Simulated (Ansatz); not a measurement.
**Kohn anomalies in CuAu (P4/mmm)**

Aim: see how the phonons of CuAu (P4/mmm) along the first symmetry line respond to the electronic smearing. The first relaxation steps of the session are not shown, so no cell shown is the starting entry, unless a step says so.

Program: Ansatz 0.2.0. Level of theory: DFT PBE, scalar-relativistic, plane waves, PAW; PAW set soft_1. Results are calculated unless marked as measured.

Most raw output is cut from this account.

### Step 1. The cell after earlier relaxation steps

Symmetry: P4/mmm, No. 123, tetragonal system. The conventional cell has a = 2.911 Å, b = 2.911 Å, c = 3.544 Å, α = 90.00°, β = 90.00°, γ = 90.00°. Nearest to Cu lie 8 Au at 2.72 Å and 4 Cu at 2.91 Å. Nearest to Au lie 8 Cu at 2.72 Å and 4 Au at 2.91 Å. Farther neighbours are not listed.

### Step 2. Relaxing tightly for phonons

Residual forces and stress shift phonon frequencies, so the cell is relaxed again, with tight thresholds and the mesh and smearing of this input. Earlier relaxation steps are not shown.

input.yaml reads:

```yaml
crystal:
  lattice:
    - [2.911337135, 0.0, 0.0]
    - [0.0, 2.911337135, 0.0]
    - [0.0, 0.0, 3.5442453664]
  atoms:
    - { symbol: Cu, position: [0.5, 0.5, 0.5] }
    - { symbol: Au, position: [0.0, 0.0, 0.0] }
kpoints:
  mp_grid: { grid: [10, 10, 8] }
hamiltonian:
  xc: pbe
  pseudopotentials: { kind: paw, azcp: { folder: soft_1 } }
scf:
  occupations: { method: methfessel_paxton, width: 0.2 }
output:
  forces: true
  stress: true
  eigenvalues: true
relax:
  adjacent_minimum: "off"
  f_tol: 0.001
  max_steps: 60
  cell: { stress_tol: 0.01 }
```

Launch:

```sh
> ansatz run input.yaml --threads 4 --pin off --max-ram 12288MiB --backend cpu --events-out ev --progress --plain --runs-dir out
```

The job ended after 4.4 s (4 threads of Intel Xeon Platinum 8488C (Sapphire Rapids), shared host; peak memory 0.53 GiB; 15 s of CPU time).

Little changed from the start: no atom moved by 0.005 Å and no cell edge by 0.1 %.

This step gave:

* pressure: 0.003622 GPa
* volume per atom: 15.02 Å³/atom
* metallic on mesh: yes
* gap on the k-mesh: 0 eV

The largest force is now zero by symmetry and the largest stress component 0.0090 GPa, small enough for phonons.

### Step 3. Wavevectors along a line: Fermi–Dirac smearing of 0.1 eV

The smearing blurs the Fermi surface that screens the phonons; a Fermi–Dirac width is an electronic temperature.

input.yaml reads:

```yaml
crystal:
  lattice:
    - [2.9108439405, 0.0, 0.0]
    - [0.0, 2.9108439405, 0.0]
    - [0.0, 0.0, 3.5445902936]
  atoms:
    - { symbol: Cu, position: [0.5, 0.5, 0.5] }
    - { symbol: Au, position: [0.0, 0.0, 0.0] }
kpoints:
  mp_grid: { grid: [16, 16, 16] }
hamiltonian:
  xc: pbe
  pseudopotentials: { kind: paw, azcp: { folder: soft_1 } }
scf:
  occupations: { method: fermi_dirac, width: 0.1 }
output:
  eigenvalues: true
phonons:
  method: dfpt
  qpoints:
    - [0, 0, 0]
    - [0.0, 0.0625, 0.0]
    - [0.0, 0.1875, 0.0]
    - [0.0, 0.3125, 0.0]
    - [0.0, 0.4375, 0.0]
```

Wall time 8.1 min (4 threads); peak memory 2.6 GiB.

Each wavevector solved by linear response. Table of frequency by |q| along the line:

```
|q| along the line (Å⁻¹)  mode 1 (cm⁻¹)  mode 2 (cm⁻¹)  mode 3 (cm⁻¹)  mode 4 (cm⁻¹)  mode 5 (cm⁻¹)  mode 6 (cm⁻¹)
                   0.000              0              0              0            144            144            185
                   0.135           12.1           15.0           23.4            143            144            184
                   0.405           35.0           43.4           69.8            140            144            178
                   0.674           54.5           65.6            107            135            147            169
                   0.944           67.0           77.4            130            130            148            161
```

### Step 4. Wavevectors along a line: Fermi–Dirac smearing of 0.25 eV

Changes to input.yaml since step 3:

```diff
@@ -14,3 +14,3 @@
 scf:
-  occupations: { method: fermi_dirac, width: 0.1 }
+  occupations: { method: fermi_dirac, width: 0.25 }
 output:
```

Wider smearing eases the sum over k-points of a metal but moves the result away from its zero-temperature value.

It took 9.1 min on 4 threads; peak memory 2.6 GiB.

Each wavevector solved by linear response. The frequency by |q| along the line:

```
|q| along the line (Å⁻¹)  mode 1 (cm⁻¹)  mode 2 (cm⁻¹)  mode 3 (cm⁻¹)  mode 4 (cm⁻¹)  mode 5 (cm⁻¹)  mode 6 (cm⁻¹)
                   0.000              0              0              0            144            144            184
                   0.135           12.1           15.0           23.7            143            144            184
                   0.405           35.3           43.3           69.7            140            144            178
                   0.674           55.0           65.4            107            135            147            169
                   0.944           67.2           77.2            130            130            148            161
```

Against step 3 (now smearing width 0.25 eV), the free energy moves by -26.5 meV an atom.

### Step 5. Phonons along a line: Fermi–Dirac smearing of 0.04 eV

Each wavevector is solved by itself, so no interpolation smooths a dip of the branch.

Changes to input.yaml since step 4:

```diff
@@ -14,3 +14,3 @@
 scf:
-  occupations: { method: fermi_dirac, width: 0.25 }
+  occupations: { method: fermi_dirac, width: 0.04 }
 output:
```

Narrower smearing comes nearer the zero-temperature value but asks more of the mesh.

It took 9 min on 4 threads; peak memory 2.6 GiB; 33 min of CPU time.

Each wavevector solved by linear response. The frequency by |q| along the line:

```
|q| along the line (Å⁻¹)  mode 1 (cm⁻¹)  mode 2 (cm⁻¹)  mode 3 (cm⁻¹)  mode 4 (cm⁻¹)  mode 5 (cm⁻¹)  mode 6 (cm⁻¹)
                   0.000              0              0              0            144            144            185
                   0.135           12.1           14.9           23.4            143            144            184
                   0.405           34.9           43.4           70.1            140            144            178
                   0.674           54.2           65.7            107            134            147            169
                   0.944           67.0           77.6            130            130            148            161
```

Against step 3 (now smearing width 0.04 eV), the free energy moves by +4.0 meV an atom.

### Step 6. Wavevectors along a line: Methfessel–Paxton smearing of 0.2 eV

Changes to input.yaml since step 5:

```diff
@@ -14,3 +14,3 @@
 scf:
-  occupations: { method: fermi_dirac, width: 0.04 }
+  occupations: { method: methfessel_paxton, width: 0.2 }
 output:
```

Run time: 6.8 min. Hardware: 4 threads; peak memory 2.6 GiB; 26 min of CPU time.

Each wavevector solved by linear response. Frequency against |q| along the line:

```
|q| along the line (Å⁻¹)  mode 1 (cm⁻¹)  mode 2 (cm⁻¹)  mode 3 (cm⁻¹)  mode 4 (cm⁻¹)  mode 5 (cm⁻¹)  mode 6 (cm⁻¹)
                   0.000              0              0              0            144            144            185
                   0.135           12.1           14.9           23.4            143            144            184
                   0.405           34.9           43.4           70.0            140            144            178
                   0.674           54.2           65.7            107            134            147            169
                   0.944           67.0           77.5            130            130            148            161
```

Against step 3 (now occupations Methfessel-Paxton and smearing width 0.2 eV), the free energy moves by +4.8 meV an atom.

### Step 7. Smearing and the soft branch

The lowest frequency by |q| along the line:

```
|q| along the line (Å⁻¹)  fermi dirac 0.1 eV, k 16x16x16 (cm⁻¹)  fermi dirac 0.25 eV, k 16x16x16 (cm⁻¹)  fermi dirac 0.04 eV, k 16x16x16 (cm⁻¹)  methfessel paxton 0.2 eV, k 16x16x16 (cm⁻¹)
                   0.000                                      0                                       0                                       0                                            0
                   0.135                                   12.1                                    12.1                                    12.1                                         12.1
                   0.405                                   35.0                                    35.3                                    34.9                                         34.9
                   0.674                                   54.5                                    55.0                                    54.2                                         54.2
                   0.944                                   67.0                                    67.2                                    67.0                                         67.0
```

### Step 8. Outcome

| Property | Result |
| --- | --- |
| phonon run of the rows without a label of their own | PBE, k 16×16×16 |
| lowest branch at the last solved point, Fermi–Dirac 0.1 eV | 67.0 cm⁻¹ at \|q\| = 0.944 Å⁻¹ |
| lowest branch at the last solved point, Fermi–Dirac 0.25 eV | 67.2 cm⁻¹ at \|q\| = 0.944 Å⁻¹ |
| lowest branch at the last solved point, Fermi–Dirac 0.04 eV | 67.0 cm⁻¹ at \|q\| = 0.944 Å⁻¹ |
| lowest branch at the last solved point, Methfessel–Paxton 0.2 eV | 67.0 cm⁻¹ at \|q\| = 0.944 Å⁻¹ |

In words: No branch softens by more than 4 % of the top frequency as the smearing narrows, so no anomaly that hangs on the smearing shows at these points. The line holds 5 wavevectors, so a narrow dip between them would be missed. Between Fermi–Dirac 0.25 eV and Fermi–Dirac 0.04 eV the largest change, with modes counted by rank of frequency, is in mode 1 at |q| = 0.674 Å⁻¹, from 55.0 to 54.2 cm⁻¹; the branches hardly feel the smearing. Where branches cross, a count by rank can hide a softening. At the narrowest width the k mesh may not resolve the Fermi surface, so part of the change can be mesh noise. Spin–orbit coupling, left out here, matters for Au.

[Logs are printed without paths, hosts, clocks, repeated set-up lines and the standing remarks that a program may print on its own settings, such as how far it seeks lower states.]

[Hosts, paths, dates, database ids (printed as entryN), source tags and the programs' standing remarks are cut or masked in the printed files.]
